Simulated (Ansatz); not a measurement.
# YSCl, from a guessed structure to a relaxed one, part 2 of 2

Starting from a made-up structure for YSCl, the aim is the relaxed cell, its shortest contacts and, where a second run follows, its electronic structure.

Ansatz 0.2.0; DFT, PBE, plane-wave PAW, files of the set soft_1, scalar-relativistic, no spin, cell and ions relaxed at zero pressure; PAW set soft_1 (the session's first sound run).

So far: The structure; Relaxing cell and atoms. The relaxed cell has a = 4.393, c = 29.832 Å (conventional setting).

## (3) Electronic structure of the relaxed cell

With the geometry fixed, one more self-consistent run, with a narrower smearing and the mesh shown in its input, gives the bands, and its pressure, and its forces where symmetry allows any, show how far the geometry depends on these settings.

This step: DFT, PBE, plane-wave PAW, files of the set soft_1, scalar-relativistic, no spin, bands and density of states at the relaxed cell; PAW set soft_1 (Ansatz 0.2.0).

Input file input.yaml:

```yaml
crystal:
  lattice:
    - [2.1964942036, 1.26814652, 9.9439057281]
    - [-2.1964942036, 1.26814652, 9.9439057281]
    - [0.0, -2.5362930392, 9.9439057282]
  atoms:
    - { symbol: "Y", position: [0.7722117426, 0.7722117426, 0.7722117426] }
    - { symbol: "Y", position: [0.2277882574, 0.2277882574, 0.2277882574] }
    - { symbol: Cl, position: [0.6121435299, 0.6121435299, 0.6121435299] }
    - { symbol: Cl, position: [0.3878564701, 0.3878564701, 0.3878564701] }
    - { symbol: S, position: [0.8669110424, 0.8669110424, 0.8669110424] }
    - { symbol: S, position: [0.1330889576, 0.1330889576, 0.1330889576] }
kpoints:
  mp_grid: { grid: [8, 8, 8] }
  band_path:
    path:
      - [[0.0, 0.0, 0.0], [0.5, 0.0, 0.0], [0.5, 0.17750927, -0.17750927]]
      - [[0.82249073, 0.5, 0.17750927], [0.5, 0.5, 0.5], [0.0, 0.0, 0.0], [0.33875464, 0.0, -0.33875464]]
      - [[0.66124536, 0.33875464, 0.0], [0.5, 0.5, 0.0], [0.66124536, 0.66124536, 0.17750927], [0.5, 0.5, 0.5]]
      - [[0.5, 0.0, 0.0], [0.82249073, 0.33875464, 0.33875464]]
    npoints: 8
scf:
  occupations: { method: fermi_dirac, width: 0.03 }
  n_extra_bands: 10
hamiltonian:
  xc: pbe
  pseudopotentials: { kind: paw, azcp: { folder: soft_1 } }
output:
  forces: true
  stress: true
  write_bands: true
  dos: { projected: true }
  write_density: true
  write_potential: true
  elf: true
  volumetric_format: npy
```

Launch:

```console
ansatz run input.yaml --threads 4 --pin off --max-ram 10240MiB --backend cpu --events-out ev --progress --plain --runs-dir out
```

Numbers of over 12 decimals in the logs are rounded to 6 here.

What it wrote:

```text
[...]
Crystal: 6 atoms, lattice volume = 166.191 Å³
Basis set: ecut = 420 eV, 3273 PW (Γ), FFT grids on a1−a2, a2, −a2+a3, exchange–correlation on 60×144×60 points (8 copies of the dense FFT grid, shifted against one another)
Bands: 34, of which v1, the nominal top of the filled ones, is band 24 counted from 1 (23 counted from 0)
Symmetry: 12 space group operations
[...]
k-points: 65 of 512
[...]
SCF iter   1: F=—  HF=-11680.722015 eV  |F-HF|=—  |Δ(HF+E_count)|=         —  Δρ=7.51e-2  dr2=5.22e1  ethr=3.10e-3  ⟨swp⟩=8.8  Hψ=11901  notcnv=0
[...]
SCF iter  10: F=-11673.171762 eV  HF=-11673.171762 eV  |F-HF|=1.29e-8  |Δ(HF+E_count)|=   2.40e-7  Δρ=1.41e-6  dr2=4.71e-9  ethr=2.08e-10  ⟨swp⟩=10.9  Hψ=15051  notcnv=0
SCF 1 converged in 10 iterations: F = -11673.171762 eV  dr2 = 4.71e-9
[...]
NSCF: frozen V_eff on 76 k-points
SCF converged after 10 iterations
Free energy (F): -11673.171762 eV
[...]
Internal energy: -11673.171762 eV  (E = F + TS)
E sigma→0 (E₀):  -11673.171762 eV
Fermi energy:    6.050244 eV
[...]
--- Forces (eV/Å), atoms counted from 1 ---
  atom   1  Y     -0.00000000     0.00000000     0.00079157
  atom   2  Y      0.00000000    -0.00000000    -0.00079157
  atom   3  Cl    -0.00000000    -0.00000000    -0.00053808
  atom   4  Cl     0.00000000     0.00000000     0.00053808
  atom   5  S     -0.00000000    -0.00000000    -0.00027792
  atom   6  S      0.00000000     0.00000000     0.00027792
  max |Σ_I F_I| component: 1.16e-18 eV/Å
--- Stress (GPa, compression-positive) ---
       -0.002836       0.000000       0.000000
        0.000000      -0.002836       0.000000
        0.000000       0.000000      -0.001401
  P = ⅓ Tr σ = -0.0024 GPa (-0.024 kbar)
--- Band table (eV; the first three rows and the last of 65) ---
  k-point 0: bands = [... 20 lower, 3.0289, 3.6259, 3.6259, 4.4185, 7.7110, 7.7110, 8.3020, 8.3020, ... 6 higher]
  k-point 1: bands = [... 20 lower, 3.0316, 3.6177, 3.6672, 4.4015, 7.8113, 7.8406, 8.0873, 8.4139, ... 6 higher]
  k-point 2: bands = [... 20 lower, 3.0968, 3.7731, 3.8825, 4.3345, 7.8281, 8.1445, 8.1636, 8.6726, ... 6 higher]
  k-point 64: bands = [... 20 lower, 3.0878, 3.5911, 3.5911, 4.2413, 7.7212, 7.7212, 8.3216, 8.3216, ... 6 higher]
```

Wall time 23 s (4 threads of Arm Neoverse N1, shared host); peak memory 0.65 GiB; 89 s of CPU time.

In the SCF lines HF is the Harris–Foulkes energy and dr2 the Hartree energy of the density residual, in eV; the loop may stop once dr2 is under the threshold and the program's other checks hold. Hψ counts applications of the Hamiltonian.

This step gave:

```
gap by band count : 3.281 eV
pressure          : -0.002358 GPa
gap on the k-mesh : 3.281 eV
```

From bands.tsv. Electronic bands along the path, in eV, zero at the valence top; v1 is the highest filled band, c1 the lowest empty one:

```
    point     v4     v3     v2     v1    c1    c2    c3    c4
        Γ  -1.39  -0.79  -0.79   0.00  3.29  3.29  3.88  3.88
  halfway  -1.32  -0.65  -0.54  -0.08  3.41  3.73  3.75  4.25
        L  -1.56  -0.49  -0.42  -0.15  3.33  3.86  4.11  4.28
  halfway  -1.52  -0.50  -0.33  -0.23  3.35  3.90  4.08  4.50
       B1  -1.61  -0.42  -0.39  -0.28  3.28  3.86  4.34  4.37
jump to B  -1.61  -0.42  -0.39  -0.28  3.28  3.86  4.34  4.37
  halfway  -1.49  -0.64  -0.47  -0.10  3.52  3.69  3.92  4.13
        Z  -1.33  -0.83  -0.83  -0.18  3.30  3.30  3.90  3.90
  halfway  -1.37  -0.81  -0.81  -0.08  3.30  3.30  3.89  3.89
        Γ  -1.39  -0.79  -0.79   0.00  3.29  3.29  3.88  3.88
  halfway  -1.43  -0.56  -0.51  -0.10  3.51  3.78  3.96  4.17
        X  -1.60  -0.41  -0.40  -0.28  3.28  3.87  4.34  4.37
jump to Q  -1.60  -0.41  -0.40  -0.28  3.28  3.87  4.34  4.37
  halfway  -1.70  -0.41  -0.34  -0.22  3.34  3.88  4.11  4.53
        F  -1.76  -0.42  -0.37  -0.10  3.28  3.87  4.11  4.41
  halfway  -1.75  -0.42  -0.38  -0.10  3.28  3.87  4.11  4.40
       P1  -1.70  -0.42  -0.40  -0.11  3.29  3.87  4.11  4.38
  halfway  -1.50  -0.66  -0.50  -0.05  3.41  3.71  3.73  4.24
        Z  -1.33  -0.83  -0.83  -0.18  3.30  3.30  3.90  3.90
jump to L  -1.56  -0.49  -0.42  -0.15  3.33  3.86  4.11  4.28
  halfway  -1.60  -0.46  -0.42  -0.13  3.32  3.87  4.11  4.31
        P  -1.70  -0.42  -0.40  -0.11  3.29  3.87  4.11  4.38
```

States per cell as run, both spins, in windows of 1 eV, from dos.tsv (zero at the valence-band top): Near the top, bands beyond those computed are missing, so counts there can be too low.

```csv
from,to,total
-8,-7,0.00
-7,-6,0.00
-6,-5,0.00
-5,-4,0.00
-4,-3,2.41
-3,-2,10.89
-2,-1,4.71
-1,0,6.00
0,1,0.00
1,2,0.00
2,3,0.00
3,4,4.93
4,5,6.67
5,6,6.38
6,7,2.02
```

A further 24.0 states lie below the table's range.

ELF in the ac plane of the cell as run, not the conventional one, at fractional y = 0.133, with atoms of S within 0.2 Å of it. It is the smooth field of the valence electrons, not physical close to the nuclei.

Ten even steps from '0' (0.00) to '9' (0.86), each cell a mean:
```
00014799998521233210000000000
00000268999841256542100000000
00000014799963137886310000000
00001111246875214899742000000
00001222112455312589985200000
00000245431112210258998631000
00000135665210000025899863100
00000014688741000002579997310
00000001478986200000147898631
00000000157999731000012578742
10000000015899984100001135653
22210000001479998510011112343
13564100000047999852012442112
12588630000003689985202576531
21279985100000268998511379875
74238999720000014788741158999
99634899983000001367763126999
88984489998300000024564213799
84599537999830000001344210379
96127963699973000000012210037
79511697347996100000000110003
37861169722577410000000000000
03688437972124320000000000000
00258977996211221000000000000
```
Columns run along a (10.3 Å), rows up along c (10.3 Å). Atoms in or near the plane, at fractional coordinates: S at (0.13, 0.13).

Electrostatic potential energy in the ac plane of the cell as run, not the conventional one, at fractional y = 0.133, with atoms of S within 0.2 Å of it. With pseudopotentials it is smooth inside the atoms' cores, unlike the true potential.

Ten even steps from '0' (-37 eV) to '9' (11 eV), each cell a mean:
```
99999974358999888899999999999
99999998767899988889999999999
99999999988899999889999999999
99999999999899999988999999999
99999999999999999998889999999
99999999999988899999888999999
99999999999998889999988899999
99999999999998888899998889999
99999999999999888889999888899
88999999999988888888999998888
77889999999998888888899999888
76678999999998888888889999988
76446789999999988898888999998
87411368999999998889988999999
98620015789999999999999988889
89861000478999999999999998777
57885100036899999999999999864
02588610002689999999999999973
10037862000268999999999999996
51112687300026899999999999999
95122168752004789999999999999
99611116887423578999999999999
99973001688865678899999999999
99998410279987778899999999999
```
Columns run along a (10.3 Å; values clipped at the 3rd and 97th percentile), rows up along c (10.3 Å). Atoms in or near the plane, at fractional coordinates: S at (0.13, 0.13).

Valence density in the ac plane of the cell as run, not the conventional one, at fractional y = 0.133, with atoms of S within 0.2 Å of it. It is the smooth field of the valence electrons, not physical close to the nuclei.

Ten steps, logarithmic in the rise over the least value, from '_' (0.0 e/Å³) to '@' (3.5 e/Å³), each cell a mean:
```
______..--==**####**++==----======--::......______________
________..::==++******++------========--::....____________
________....::--==++++++==------==++++==--::....__________
__________....::::--======--::::--==++++==--::......______
__________....::::::----==----::::--==++++++==::......____
__________....::::::::::------::::::--==++++++==--::....__
____________..::--------::::::::::::::--==++++++==--::....
..____________..----====----::::::::..::--==++++++==--::..
....__________..::--==++++==----::::....::--==++++++==--::
::....__________..::--++++++==----::::::..::::--==++++==--
==--::....________..::--++****++==--::::::::::::--========
==++==--::..________..::==++****++==--::::::::::::----====
==++****++--....______..::--++****++==--::----------------
--==**##%%**==::..________..--==++++++==--::----======----
----++##%%@@%%**--....______..::==++++==--::::--==++++++==
++==--++%%@@@@@@##==....______..::--======--::::==++******
****====**%%@@@@@@##==::..________..::------::::--==++**##
####**++==++%%@@@@@@%%++::..________....::::::::::--==**##
########**==++%%@@@@@@##++::..__________....::....::--==**
**##****##**++++##%%@@@@##==::..____________..........::==
==**##++++##**++==**%%%%%%**==....__________________....::
::==**##****##**++==++**####++--....____________________..
..::==**########**++--==++**++==::....____________________
____..--++**######**==----==++==--::....__________________
```
Columns run along a (10.3 Å), rows up along c (10.3 Å). Atoms in or near the plane, at fractional coordinates: S at (0.13, 0.13).

## (4) Results

| Item | Value |
| --- | --- |
| space group, relaxed | R-3m |
| conventional cell | a = 4.393, b = 4.393, c = 29.832 Å; α = 90.0°, β = 90.0°, γ = 120.0° |
| volume per atom | 27.70 Å³ (guess 23.61) |

What this shows: YSCl relaxes to R-3m with a = 4.393, b = 4.393 and c = 29.832 Å. The guessed volume was 15 % too small. The space group R-3m was held in the relaxation, so the end point is a stationary structure within it and may be a saddle against distortions or other arrangements. It has an indirect Kohn–Sham gap of 3.28 eV, which semilocal functionals understate. On the 8×8×8 mesh with the narrower smearing (relaxed on 7×7×7) the largest force component is 0.001 eV/Å and the largest stress component is 0.003 GPa, within the relaxation's thresholds of 0.015 eV/Å and 0.05 GPa. The cutoff wasn't tested. A vector of the cell changed its length by 27 %, so the starting arrangement is largely lost and the mesh was laid for another shape. No dispersion term is used, so weakly bound directions may come out too long. Nothing here tests whether the compound is stable against decomposition.

[Logs are printed without paths, hosts, clocks, repeated set-up lines and the standing remarks that a program may print on its own settings, such as how far it seeks lower states.]

[Hosts, paths, dates, database ids (printed as entryN), source tags and the programs' standing remarks are cut or masked in the printed files.]
